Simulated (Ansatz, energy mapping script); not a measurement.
# Spin model of EuCd2P2 from collinear orders, part 2 of 2

Wanted: the magnetic order of EuCd2P2, its couplings and an estimate of its ordering temperature, by PBEsol+U (9.6 eV).

PBEsol with U = 9.6 eV on Eu f, ortho-atomic projectors; plane waves, U on orthogonalised atomic orbitals unless named otherwise, collinear spin, no spin–orbit coupling.

So far. Step 3 (Order 1: parallel, cell A of 10 atoms): The run ends ferromagnetic. Step 4 (Run 2 (compensated +−; cell A, 10 atoms)): The run ends antiferromagnetic, 1.50 meV a magnetic atom above the parallel order of its cell (energies taken at zero occupation width, not the printed F).

### Step 5. Run 3 (parallel; cell B, 10 atoms)

A new cell needs its own zero of energy.

This run holds the same structure in another cell (b 7.517 → 7.133 Å, c 8.349 → 7.517 Å, α 116.8 → 90.0°, β 105.1 → 90.0°).

The input, input.yaml:

```yaml
crystal:
  lattice:
    - [-4.339728551, 0.0, 0.0]
    - [0.0, 0.0, -7.13261692]
    - [-1.0e-09, -7.516630342, 0.0]
  atoms:
    - { symbol: Eu, position: [0.5, 0.0, 0.5], spin: 7.0 }
    - { symbol: Eu, position: [0.0, 0.0, 0.0], spin: 7.0 }
    - { symbol: Cd, position: [0.0, 0.63840882, 0.333333334] }
    - { symbol: Cd, position: [0.499999999, 0.63840882, 0.833333334] }
    - { symbol: Cd, position: [0.500000001, 0.36159118, 0.166666666] }
    - { symbol: Cd, position: [0.0, 0.36159118, 0.666666666] }
    - { symbol: P, position: [0.0, 0.24702766, 0.333333334] }
    - { symbol: P, position: [0.499999999, 0.24702766, 0.833333334] }
    - { symbol: P, position: [0.500000001, 0.75297234, 0.166666666] }
    - { symbol: P, position: [0.0, 0.75297234, 0.666666666] }
magnetization:
  spin_polarized: true
kpoints:
  mp_grid: { grid: [6, 4, 4] }
hamiltonian:
  xc: pbesol
  hubbard:
    sites:
      - { species: Eu, l: f, u_eff: 9.6 }
      - { site: 0, l: f, u_eff: 9.6, starting_ns: [{ spin: up, occupation_matrix: eu1_major }, { spin: down, occupation_matrix: eu1_minor }] }
      - { site: 1, l: f, u_eff: 9.6, starting_ns: [{ spin: up, occupation_matrix: eu1_major }, { spin: down, occupation_matrix: eu1_minor }] }
    projectors: ortho-atomic
    occupation_matrices:
      eu1_major:
        matrix:
          - [0.996, 0.0, 0.0, 0.0, 0.0, 0.0, 0.001]
          - [0.0, 0.995, 0.0, 0.0, -0.001, 0.0, 0.0]
          - [0.0, 0.0, 0.995, -0.001, 0.0, 0.0, 0.0]
          - [0.0, 0.0, -0.001, 0.994, 0.0, 0.0, 0.0]
          - [0.0, -0.001, 0.0, 0.0, 0.994, 0.0, 0.0]
          - [0.0, 0.0, 0.0, 0.0, 0.0, 0.996, 0.0]
          - [0.001, 0.0, 0.0, 0.0, 0.0, 0.0, 0.995]
      eu1_minor:
        matrix:
          - [0.001, 0.0, 0.0, 0.0, 0.0, 0.0, 0.0]
          - [0.0, 0.001, 0.0, 0.0, 0.0, 0.0, 0.0]
          - [0.0, 0.0, 0.001, 0.0, 0.0, 0.0, 0.0]
          - [0.0, 0.0, 0.0, 0.002, 0.0, 0.0, 0.0]
          - [0.0, 0.0, 0.0, 0.0, 0.002, 0.0, 0.0]
          - [0.0, 0.0, 0.0, 0.0, 0.0, 0.001, 0.0]
          - [0.0, 0.0, 0.0, 0.0, 0.0, 0.0, 0.002]
scf:
  occupations: { method: fermi_dirac, width: 0.1 }
output:
  eigenvalues: true
```

Started as:

```console
$ ansatz run input.yaml --threads 4 --pin off --max-ram 8192MiB --backend cpu --events-out ev --progress --plain --runs-dir out
```

Numbers of over 12 decimals in the logs are rounded to 6 here.

The log of the run:

```text
[...]
Crystal: 10 atoms, lattice volume = 232.667 Å³
Basis set: ecut = 420 eV, 4561 PW (Γ)
Bands: 89, of which v1, the nominal top of the filled ones, is band 67 counted from 1 (66 counted from 0)
Symmetry: 8 space group operations
[...]
k-points: 40 of 96
[...]
Starting moments: Σ|m| = 14 μB on 2 of 10 sites
[...]
k-point 0 ↑: bands = [... 63 lower, 7.6103, 7.6645, 8.0643, 8.3130, 8.6983, 8.9701, 9.0758, 9.0760, ... 18 higher]
  k-point 1 ↑: bands = [... 63 lower, 7.5857, 7.5912, 7.7645, 8.3985, 8.7341, 8.9074, 9.0191, 9.1698, ... 18 higher]
  k-point 2 ↑: bands = [... 63 lower, 7.5401, 7.6418, 7.6418, 8.2820, 8.2820, 8.8708, 8.8708, 9.6588, ... 18 higher]
  k-point 39 ↓: bands = [... 63 lower, 12.5486, 12.6618, 12.6618, 13.5012, 13.5012, 14.8721, 14.8721, 16.2014, ... 18 higher]
Occupation matrices written to <dir>
[key lines of the parts left out:]
SCF converged after 13 iterations
Magnetization: 13.9990 μB (73.9995 up, 60.0005 down)
Free energy (F): -53030.756068 eV
Fermi energy:    10.910321 eV
```

The job ended after 33 s (4 threads of Arm Neoverse V2, shared host; peak memory 1.7 GiB; 2 min of CPU time).

The run ends ferromagnetic. For each magnetic atom its energy differs from the parallel run of the first cell by 3.06 meV, an error that one common reference would have brought in.

### Step 6. Compensated +− start in cell B (10 atoms)

This order reverses 4 of the 6 neighbours at 4.34 Å and 0 of the 2 neighbours at 7.13 Å, counted for an average magnetic atom.

Edit input.yaml of step 5 so:

```diff
@@ -7,3 +7,3 @@
     - { symbol: Eu, position: [0.5, 0.0, 0.5], spin: 7.0 }
-    - { symbol: Eu, position: [0.0, 0.0, 0.0], spin: 7.0 }
+    - { symbol: Eu, position: [0.0, 0.0, 0.0], spin: -7.0 }
     - { symbol: Cd, position: [0.0, 0.63840882, 0.333333334] }
@@ -26,3 +26,3 @@
       - { site: 0, l: f, u_eff: 9.6, starting_ns: [{ spin: up, occupation_matrix: eu1_major }, { spin: down, occupation_matrix: eu1_minor }] }
-      - { site: 1, l: f, u_eff: 9.6, starting_ns: [{ spin: up, occupation_matrix: eu1_major }, { spin: down, occupation_matrix: eu1_minor }] }
+      - { site: 1, l: f, u_eff: 9.6, starting_ns: [{ spin: up, occupation_matrix: eu1_minor }, { spin: down, occupation_matrix: eu1_major }] }
     projectors: ortho-atomic
```

The log of the run:

```text
[...]
Crystal: 10 atoms, lattice volume = 232.667 Å³
Basis set: ecut = 420 eV, 4561 PW (Γ)
Bands: 89, of which v1, the nominal top of the filled ones, is band 67 counted from 1 (66 counted from 0)
Symmetry: 4 space group operations
[...]
k-points: 40 of 96
[...]
Starting moments: Σ|m| = 14 μB on 2 of 10 sites
[...]
k-point 1 ↑: bands = [... 63 lower, 9.1822, 9.3916, 10.2228, 10.3360, 11.6381, 11.7801, 12.0761, 12.9624, ... 18 higher]
  k-point 2 ↑: bands = [... 63 lower, 9.5408, 9.5479, 9.7197, 9.7449, 11.8853, 12.1366, 12.4363, 12.5584, ... 18 higher]
  k-point 39 ↓: bands = [... 63 lower, 9.5652, 9.5997, 9.7507, 9.7737, 11.6914, 11.6958, 12.4772, 12.5407, ... 18 higher]
Occupation matrices written to <dir>
[key lines of the parts left out:]
SCF converged after 13 iterations
Magnetization: 0.0000 μB (67.0000 up, 67.0000 down)
Free energy (F): -53030.753379 eV
Fermi energy:    10.894144 eV
```

The job ended after 18 s (4 threads; peak memory 1.7 GiB).

The run ends antiferromagnetic, 1.23 meV a magnetic atom above the parallel order of its cell (energies taken at zero occupation width, not the printed F).

### Step 7. Run 5 (parallel; cell C, 10 atoms)

A new cell needs its own zero of energy.

This run holds the same structure in another cell (b 7.133 → 4.340 Å, c 7.517 → 14.265 Å, γ 90.0 → 120.0°).

The input, input.yaml:

```yaml
crystal:
  lattice:
    - [4.339728551, 0.0, 0.0]
    - [-2.169864275, 3.758315171, 0.0]
    - [0.0, 0.0, 14.26523384]
  atoms:
    - { symbol: Eu, position: [0.0, 0.0, 0.0], spin: 7.0 }
    - { symbol: Eu, position: [0.0, 0.0, 0.5], spin: 7.0 }
    - { symbol: Cd, position: [0.666666667, 0.333333333, 0.18079559] }
    - { symbol: Cd, position: [0.666666667, 0.333333333, 0.68079559] }
    - { symbol: Cd, position: [0.333333333, 0.666666667, 0.31920441] }
    - { symbol: Cd, position: [0.333333333, 0.666666667, 0.81920441] }
    - { symbol: P, position: [0.666666667, 0.333333333, 0.37648617] }
    - { symbol: P, position: [0.666666667, 0.333333333, 0.87648617] }
    - { symbol: P, position: [0.333333333, 0.666666667, 0.12351383] }
    - { symbol: P, position: [0.333333333, 0.666666667, 0.62351383] }
magnetization:
  spin_polarized: true
kpoints:
  mp_grid: { grid: [7, 7, 2] }
hamiltonian:
  xc: pbesol
  hubbard:
    sites:
      - { species: Eu, l: f, u_eff: 9.6 }
      - { site: 0, l: f, u_eff: 9.6, starting_ns: [{ spin: up, occupation_matrix: eu1_major }, { spin: down, occupation_matrix: eu1_minor }] }
      - { site: 1, l: f, u_eff: 9.6, starting_ns: [{ spin: up, occupation_matrix: eu1_major }, { spin: down, occupation_matrix: eu1_minor }] }
    projectors: ortho-atomic
    occupation_matrices:
      eu1_major:
        matrix:
          - [0.996, 0.0, 0.0, 0.0, 0.0, 0.0, 0.001]
          - [0.0, 0.995, 0.0, 0.0, -0.001, 0.0, 0.0]
          - [0.0, 0.0, 0.995, -0.001, 0.0, 0.0, 0.0]
          - [0.0, 0.0, -0.001, 0.994, 0.0, 0.0, 0.0]
          - [0.0, -0.001, 0.0, 0.0, 0.994, 0.0, 0.0]
          - [0.0, 0.0, 0.0, 0.0, 0.0, 0.996, 0.0]
          - [0.001, 0.0, 0.0, 0.0, 0.0, 0.0, 0.995]
      eu1_minor:
        matrix:
          - [0.001, 0.0, 0.0, 0.0, 0.0, 0.0, 0.0]
          - [0.0, 0.001, 0.0, 0.0, 0.0, 0.0, 0.0]
          - [0.0, 0.0, 0.001, 0.0, 0.0, 0.0, 0.0]
          - [0.0, 0.0, 0.0, 0.002, 0.0, 0.0, 0.0]
          - [0.0, 0.0, 0.0, 0.0, 0.002, 0.0, 0.0]
          - [0.0, 0.0, 0.0, 0.0, 0.0, 0.001, 0.0]
          - [0.0, 0.0, 0.0, 0.0, 0.0, 0.0, 0.002]
scf:
  occupations: { method: fermi_dirac, width: 0.1 }
output:
  eigenvalues: true
```

The log of the run:

```text
[...]
Crystal: 10 atoms, lattice volume = 232.667 Å³
Basis set: ecut = 420 eV, 4565 PW (Γ)
Bands: 89, of which v1, the nominal top of the filled ones, is band 67 counted from 1 (66 counted from 0)
Symmetry: 24 space group operations
[...]
k-points: 16 of 98
[...]
Starting moments: Σ|m| = 14 μB on 2 of 10 sites
[...]
k-point 0 ↑: bands = [... 63 lower, 7.9296, 8.5259, 9.0761, 9.0761, 9.4255, 9.4255, 10.0666, 10.0666, ... 18 higher]
  k-point 1 ↑: bands = [... 63 lower, 7.6099, 9.2144, 9.2144, 9.2144, 9.2144, 9.5111, 9.5111, 10.3857, ... 18 higher]
  k-point 2 ↑: bands = [... 63 lower, 7.8158, 8.2512, 8.4314, 9.0022, 9.0076, 9.1976, 9.2488, 9.2578, ... 18 higher]
  k-point 15 ↓: bands = [... 63 lower, 13.2147, 14.0244, 14.0244, 14.3228, 14.3228, 14.8388, 14.8388, 15.3268, ... 18 higher]
Occupation matrices written to <dir>
[key lines of the parts left out:]
SCF converged after 13 iterations
Magnetization: 13.9991 μB (73.9995 up, 60.0005 down)
Free energy (F): -53030.754642 eV
Fermi energy:    10.905810 eV
```

It took 13 s on 4 threads; peak memory 1.2 GiB.

The run ends ferromagnetic. For each magnetic atom its energy differs from the parallel run of the first cell by 3.74 meV, an error that one common reference would have brought in.

### Step 8. Compensated +− start in cell C (10 atoms)

This order reverses 0 of the 6 neighbours at 4.34 Å and 2 of the 2 neighbours at 7.13 Å, counted for an average magnetic atom.

Edit input.yaml of step 7 so:

```diff
@@ -7,3 +7,3 @@
     - { symbol: Eu, position: [0.0, 0.0, 0.0], spin: 7.0 }
-    - { symbol: Eu, position: [0.0, 0.0, 0.5], spin: 7.0 }
+    - { symbol: Eu, position: [0.0, 0.0, 0.5], spin: -7.0 }
     - { symbol: Cd, position: [0.666666667, 0.333333333, 0.18079559] }
@@ -26,3 +26,3 @@
       - { site: 0, l: f, u_eff: 9.6, starting_ns: [{ spin: up, occupation_matrix: eu1_major }, { spin: down, occupation_matrix: eu1_minor }] }
-      - { site: 1, l: f, u_eff: 9.6, starting_ns: [{ spin: up, occupation_matrix: eu1_major }, { spin: down, occupation_matrix: eu1_minor }] }
+      - { site: 1, l: f, u_eff: 9.6, starting_ns: [{ spin: up, occupation_matrix: eu1_minor }, { spin: down, occupation_matrix: eu1_major }] }
     projectors: ortho-atomic
```

The log of the run:

```text
[...]
Crystal: 10 atoms, lattice volume = 232.667 Å³
Basis set: ecut = 420 eV, 4565 PW (Γ)
Bands: 89, of which v1, the nominal top of the filled ones, is band 67 counted from 1 (66 counted from 0)
Symmetry: 12 space group operations
[...]
k-points: 16 of 98
[...]
Starting moments: Σ|m| = 14 μB on 2 of 10 sites
[...]
k-point 1 ↑: bands = [... 63 lower, 10.1904, 10.1904, 10.3954, 10.3954, 11.2703, 11.3596, 12.0940, 12.1094, ... 18 higher]
  k-point 2 ↑: bands = [... 63 lower, 9.2626, 9.7602, 10.1470, 10.2528, 11.8442, 12.0410, 12.1938, 12.7436, ... 18 higher]
  k-point 15 ↓: bands = [... 63 lower, 8.6141, 8.6228, 8.9145, 8.9656, 12.8023, 12.8492, 13.0372, 13.1558, ... 18 higher]
Occupation matrices written to <dir>
[key lines of the parts left out:]
SCF converged after 13 iterations
Magnetization: 0.0000 μB (67.0000 up, 67.0000 down)
Free energy (F): -53030.755358 eV
Fermi energy:    10.893751 eV
```

Wall time 6.9 s (4 threads); peak memory 1.1 GiB; 26 s of CPU time.

The run ends antiferromagnetic, 0.42 meV a magnetic atom below the parallel order of its cell (energies taken at zero occupation width, not the printed F).

### Step 9. Parallel start in cell D (15 atoms)

The parallel order again, as the reference for this cell.

The input, input.yaml:

```yaml
crystal:
  lattice:
    - [-4.339728551, 0.0, 0.0]
    - [2.169864275, -3.758315171, -7.13261692]
    - [-1.0e-09, -7.516630342, 7.13261692]
  atoms:
    - { symbol: Eu, position: [0.333333333, 0.666666667, 0.666666667], spin: 7.0 }
    - { symbol: Eu, position: [0.666666667, 0.333333333, 0.333333333], spin: 7.0 }
    - { symbol: Eu, position: [0.0, 0.0, 0.0], spin: 7.0 }
    - { symbol: Cd, position: [0.657247384, 0.314494769, 0.676085949] }
    - { symbol: Cd, position: [0.990580717, 0.981161436, 0.342752616] }
    - { symbol: Cd, position: [0.323914051, 0.647828102, 0.009419282] }
    - { symbol: Cd, position: [0.009419283, 0.018838564, 0.657247384] }
    - { symbol: Cd, position: [0.342752616, 0.685505231, 0.323914051] }
    - { symbol: Cd, position: [0.676085949, 0.352171898, 0.990580718] }
    - { symbol: P, position: [0.526786997, 0.053573996, 0.806546336] }
    - { symbol: P, position: [0.860120331, 0.720240662, 0.473213002] }
    - { symbol: P, position: [0.193453664, 0.386907329, 0.139879669] }
    - { symbol: P, position: [0.139879669, 0.279759338, 0.526786998] }
    - { symbol: P, position: [0.473213003, 0.946426004, 0.193453664] }
    - { symbol: P, position: [0.806546336, 0.613092671, 0.860120331] }
magnetization:
  spin_polarized: true
kpoints:
  mp_grid: { grid: [7, 7, 3] }
hamiltonian:
  xc: pbesol
  hubbard:
    sites:
      - { species: Eu, l: f, u_eff: 9.6 }
      - { site: 0, l: f, u_eff: 9.6, starting_ns: [{ spin: up, occupation_matrix: eu1_major }, { spin: down, occupation_matrix: eu1_minor }] }
      - { site: 1, l: f, u_eff: 9.6, starting_ns: [{ spin: up, occupation_matrix: eu1_major }, { spin: down, occupation_matrix: eu1_minor }] }
      - { site: 2, l: f, u_eff: 9.6, starting_ns: [{ spin: up, occupation_matrix: eu1_major }, { spin: down, occupation_matrix: eu1_minor }] }
    projectors: ortho-atomic
    occupation_matrices:
      eu1_major:
        matrix:
          - [0.996, 0.0, 0.0, 0.0, 0.0, 0.0, 0.001]
          - [0.0, 0.995, 0.0, 0.0, -0.001, 0.0, 0.0]
          - [0.0, 0.0, 0.995, -0.001, 0.0, 0.0, 0.0]
          - [0.0, 0.0, -0.001, 0.994, 0.0, 0.0, 0.0]
          - [0.0, -0.001, 0.0, 0.0, 0.994, 0.0, 0.0]
          - [0.0, 0.0, 0.0, 0.0, 0.0, 0.996, 0.0]
          - [0.001, 0.0, 0.0, 0.0, 0.0, 0.0, 0.995]
      eu1_minor:
        matrix:
          - [0.001, 0.0, 0.0, 0.0, 0.0, 0.0, 0.0]
          - [0.0, 0.001, 0.0, 0.0, 0.0, 0.0, 0.0]
          - [0.0, 0.0, 0.001, 0.0, 0.0, 0.0, 0.0]
          - [0.0, 0.0, 0.0, 0.002, 0.0, 0.0, 0.0]
          - [0.0, 0.0, 0.0, 0.0, 0.002, 0.0, 0.0]
          - [0.0, 0.0, 0.0, 0.0, 0.0, 0.001, 0.0]
          - [0.0, 0.0, 0.0, 0.0, 0.0, 0.0, 0.002]
scf:
  occupations: { method: fermi_dirac, width: 0.1 }
output:
  eigenvalues: true
```

The log of the run:

```text
[...]
Crystal: 15 atoms, lattice volume = 349.000 Å³
Basis set: ecut = 420 eV, 6811 PW (Γ)
Bands: 134, of which v1, the nominal top of the filled ones, is band 101 counted from 1 (100 counted from 0)
Symmetry: 12 space group operations
[...]
k-points: 44 of 147
[...]
Starting moments: Σ|m| = 21 μB on 3 of 15 sites
[...]
k-point 0 ↑: bands = [... 97 lower, 7.7186, 8.1914, 8.1914, 8.6023, 8.6023, 9.0280, 9.0280, 9.0750, ... 29 higher]
  k-point 1 ↑: bands = [... 97 lower, 7.8903, 8.1053, 8.1535, 8.4195, 8.5130, 9.1085, 9.1955, 9.3811, ... 29 higher]
  k-point 2 ↑: bands = [... 97 lower, 7.7602, 8.0060, 8.5458, 8.5681, 8.7021, 8.8022, 8.9836, 9.0712, ... 29 higher]
  k-point 43 ↓: bands = [... 97 lower, 13.6302, 13.7372, 14.1549, 14.4022, 14.4745, 14.6801, 14.8033, 15.0335, ... 29 higher]
Occupation matrices written to <dir>
[key lines of the parts left out:]
SCF converged after 13 iterations
Magnetization: 20.9993 μB (110.9996 up, 90.0004 down)
Free energy (F): -79546.144772 eV
Fermi energy:    10.930973 eV
```

Elapsed: 92 s, on 4 threads; peak memory 3.5 GiB; 5.9 min of CPU time.

The run ends ferromagnetic. For each magnetic atom its energy differs from the parallel run of the first cell by -0.77 meV, an error that one common reference would have brought in.

### Step 10. Order 8: uncompensated ++−, cell D of 15 atoms

This order reverses 2.67 of the 6 neighbours at 4.34 Å and 1.33 of the 2 neighbours at 7.13 Å, counted for an average magnetic atom.

Edit input.yaml of step 9 so:

```diff
@@ -8,3 +8,3 @@
     - { symbol: Eu, position: [0.666666667, 0.333333333, 0.333333333], spin: 7.0 }
-    - { symbol: Eu, position: [0.0, 0.0, 0.0], spin: 7.0 }
+    - { symbol: Eu, position: [0.0, 0.0, 0.0], spin: -7.0 }
     - { symbol: Cd, position: [0.657247384, 0.314494769, 0.676085949] }
@@ -32,3 +32,3 @@
       - { site: 1, l: f, u_eff: 9.6, starting_ns: [{ spin: up, occupation_matrix: eu1_major }, { spin: down, occupation_matrix: eu1_minor }] }
-      - { site: 2, l: f, u_eff: 9.6, starting_ns: [{ spin: up, occupation_matrix: eu1_major }, { spin: down, occupation_matrix: eu1_minor }] }
+      - { site: 2, l: f, u_eff: 9.6, starting_ns: [{ spin: up, occupation_matrix: eu1_minor }, { spin: down, occupation_matrix: eu1_major }] }
     projectors: ortho-atomic
```

The log of the run:

```text
[...]
Crystal: 15 atoms, lattice volume = 349.000 Å³
Basis set: ecut = 420 eV, 6811 PW (Γ)
Bands: 134, of which v1, the nominal top of the filled ones, is band 101 counted from 1 (100 counted from 0)
Symmetry: 4 space group operations
[...]
k-points: 44 of 147
[...]
Starting moments: Σ|m| = 21 μB on 3 of 15 sites
[...]
k-point 1 ↑: bands = [... 97 lower, 9.3906, 9.4981, 9.5284, 9.5855, 9.6180, 10.1444, 10.2434, 11.6627, ... 29 higher]
  k-point 2 ↑: bands = [... 97 lower, 9.0977, 9.1459, 9.2795, 9.5823, 10.0733, 10.4537, 10.5366, 11.5137, ... 29 higher]
  k-point 43 ↓: bands = [... 97 lower, 11.7960, 11.9976, 12.5056, 12.6161, 12.9536, 13.0099, 13.1284, 13.5659, ... 29 higher]
Occupation matrices written to <dir>
[key lines of the parts left out:]
SCF converged after 13 iterations
Magnetization: 6.9997 μB (103.9998 up, 97.0002 down)
Free energy (F): -79546.142309 eV
Fermi energy:    10.920138 eV
```

Run time: 92 s. Hardware: 4 threads; peak memory 3.7 GiB.

The run ends ferrimagnetic, 0.75 meV a magnetic atom above the parallel order of its cell (energies taken at zero occupation width, not the printed F).

### Step 11. Mapping onto a Heisenberg model

Each energy difference is a sum of couplings weighted by the pairs that the order reverses. A few near shells are fitted to the differences by least squares. Energies are those extrapolated to zero occupation width, not the free energies F.

Energies from the parallel order of the same cell:

```csv
order,atoms,energy (meV a magnetic atom),moments (μB),moments kept as typed,"opposed neighbours at 4.34, 7.13 Å"
parallel in cell A,10,0.00,6.91,yes,"0, 0"
compensated +− in cell A,10,1.50,6.91,yes,"4, 2"
parallel in cell B,10,0.00,6.91,yes,"0, 0"
compensated +− in cell B,10,1.23,6.91,yes,"4, 0"
parallel in cell C,10,0.00,6.91,yes,"0, 0"
compensated +− in cell C,10,-0.42,6.91,yes,"0, 2"
parallel in cell D,15,0.00,6.91,yes,"0, 0"
uncompensated ++− in cell D,15,0.75,6.91,yes,"2.67, 1.33"
```

Couplings from the energies, with E = −Σ J e·e over ordered pairs:

```csv
pair,distance (Å),neighbours,J (meV)
Eu–Eu,4.34,6,0.180
Eu–Eu,7.13,2,-0.0518
```

Adding the shell at 7.52 Å gives 0.22, -0.048 and -0.035 meV.

Limits of this fit: it misses the energies by up to 0.26 meV, so no temperature is drawn; the parallel runs differ by 4.5 meV between cells, so mesh or basis is not converged.

### Step 12. Comparison

The first set of orders, under PBEsol+U (1.2 eV), took 34 min of CPU time summed over its finished orders (seed run apart), these 23 min.

```csv
quantity,this set,first set
"J at 4.34 Å, meV",0.180,1.32
"J at 7.13 Å, meV",-0.0518,0.406
```

The coupling that led in the first set goes from 1.32 to 0.180 meV.

### Step 13. What came out

```
lowest order tried                    : compensated +− in cell C
largest fitted value, Eu–Eu at 4.34 Å : 0.180 meV
```

In words: Of the orders tried, EuCd2P2 prefers the order “compensated +− in cell C” under PBEsol+U (9.6 eV), with 0 of 6 neighbours at 4.34 Å and 2 of 2 neighbours at 7.13 Å opposed. The margin is only 0.42 meV a magnetic atom, within reach of the numerical errors of such runs. The coupling at 4.34 Å is 0.14 times that of the first set, at 0.66 times the CPU time. The largest fitted coupling is the Eu–Eu pair at 4.34 Å, ferromagnetic at 0.18 meV. The orders also reverse pairs at 7.52, 8.35 and 8.68 Å, which are not fitted, so the fitted values hold their part too. With 4 differences for 2 couplings the fit misses by 0.26 meV at most, which is not small: farther shells, terms beyond the Heisenberg form or the mesh can cause that. Moments change by under 0.1 % against the parallel run of the same cell, so their size stays put. The fit is in doubt: the parallel runs differ by 4.5 meV between cells, so mesh or basis is not converged. The couplings are then rough, the small ones most of all.

[Logs and program files are shortened in this print: banners, set-up blocks, solver, clock and traceback lines can be left out without a mark of their own.]

[Logs are printed without paths, hosts, clocks, repeated set-up lines and the standing remarks that a program may print on its own settings, such as how far it seeks lower states.]

[Hosts, paths, dates, database ids (printed as entryN), source tags and the programs' standing remarks are cut or masked in the printed files.]

[Where a cell is said to come from a database of computed structures, the database is the Materials Project.]
